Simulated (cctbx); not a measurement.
**Zn2Ag3Cl7 across an absorption edge**

Space group Ccce (no. 68, origin choice 1), a = 6.9110 Å, b = 23.3950 Å, c = 6.8410 Å, α = 90.00°, β = 90.00°, γ = 90.00°.

```
atom  mult.       x       y       z  Ueq (Å²)
 Ag1      8     1/2  0.1778       0    0.0226
 Ag2      4     1/2       0       0    0.0241
 Zn1      8     1/2  0.4031       0    0.0317
 Cl1      8     1/2  0.3105       0    0.0275
 Cl2     16  0.7156  0.0935  0.7211    0.0319
 Cl3      4     1/2       0     1/2    0.0239
```

The model is made up (kin elements in a known structure type, no relaxation), so it says nothing on whether the phase exists.

Calculated with cctbx: free-atom f′ and f″ from the Sasaki tables, no fine structure; amplitudes in electrons.

```csv
E (eV),F 0 2 0,F 1 1 1,F 1 3 1,F 2 0 0
9059,105.6,50.0,63.6,628.1
9409,103.3,54.5,65.1,621.2
9539,101.3,58.8,66.4,615.5
9599,99.4,63.0,67.7,610.1
9629,97.4,67.5,69.1,604.5
9644,95.4,72.0,70.5,598.9
9651,93.6,76.1,71.8,593.9
9655,91.6,80.6,73.2,588.4
9663,91.8,79.9,72.9,589.8
9667,94.0,74.8,71.3,595.8
9674,95.9,70.3,70.0,601.1
9689,98.0,65.4,68.5,606.9
9719,100.1,60.4,66.9,612.8
9809,102.9,53.9,64.9,620.2
10059,106.1,46.2,62.6,628.6
```

**Question.** Which edge is crossed, and why do the reflections move as they do?

The K edge of Zn. The edge is at 9659 eV. f′ of Zn falls from -4.0 e at 9539 eV to -7.6 e at 4 eV below it, and f″ steps from 0.49 to 3.89 e across it. Over that approach |F| changes by -10 % (0 2 0), +37 % (1 1 1), +10 % (1 3 1) and -4 % (2 0 0): a reflection falls where Zn scatters in phase with the total and rises where it scatters against it; it hardly moves where the Zn term is small or cancels by symmetry. Above the edge the larger f″ enters the imaginary part, where it can add to or cancel the other atoms' f″. The structure is centrosymmetric, so Friedel mates stay equal.

[Logs are printed without paths, hosts, clocks, repeated set-up lines and the standing remarks that a program may print on its own settings, such as how far it seeks lower states.]
